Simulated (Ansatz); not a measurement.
System: NaSrYWO6 (F-43m).

```xyz
10
Lattice="0.0000 4.1720 4.1720 4.1720 0.0000 4.1720 4.1720 4.1720 0.0000" Properties=species:S:1:pos:R:3 pbc="T T T"
Na    2.0860    2.0860    2.0860
Sr    6.2580    6.2580    6.2580
Y     4.1720    4.1720    4.1720
W     0.0000    0.0000    0.0000
O     1.9470    4.1720    4.1720
O     6.3971    4.1720    4.1720
O     4.1720    4.1720    6.3971
O     4.1720    4.1720    1.9470
O     4.1720    1.9470    4.1720
O     4.1720    6.3971    4.1720
```

The cell and positions are those that the Materials Project relaxed with its own functionals (PBE, PBE+U or r2SCAN), kept fixed. At the settings of the band run the largest force is still 0.45 eV/Å. Spin-orbit coupling is left out unless a run names it.

Gaps computed with Ansatz 0.2.0 without a self-energy: LDA 2.32 eV, PBEsol 2.38 eV, PBE 2.45 eV, PBE+SOC 2.36 eV, r2SCAN 2.81 eV, HSE06 3.79 eV and DDH-PBE0 4.28 eV. The mean ε∞ by PBE perturbation theory is 4.54.

Estimate the G0W0@PBE gap with 4×4×4 mesh, 796 empty bands, screening to 180 eV, PAW set soft_1 files.

About 3.80 eV: on its mesh the run moves the gap from 2.45 eV by +1.34 eV. Among the scalar-relativistic levels given, HSE06 is nearest (−0.01 eV). One-shot corrections scale roughly with one over ε∞, here 0.22. Spin-orbit coupling is not in that value; its −0.09 eV at the PBE level would bring it to about 3.70 eV. Bands and cutoff are finite, so the gap is not at the basis limit. The miss can reach some tenths of an eV and take either sign; the mesh is an error of its own. The many-body steps are scalar-relativistic: spin-orbit coupling is not in them.

[Paths, hosts, dates, memory and timing lines, banners, echoed tables and standing remarks are left out of the program output.]

[Logs are printed without paths, hosts, clocks, repeated set-up lines and the standing remarks that a program may print on its own settings, such as how far it seeks lower states.]

[Runs of the session that timed out or met a known fault of the program may be left out.]

[Cells called generated may have been cut or substituted from an entry of the Crystallography Open Database or the Materials Project.]

[Hosts, paths, dates, database ids (printed as entryN), source tags and the programs' standing remarks are cut or masked in the printed files.]
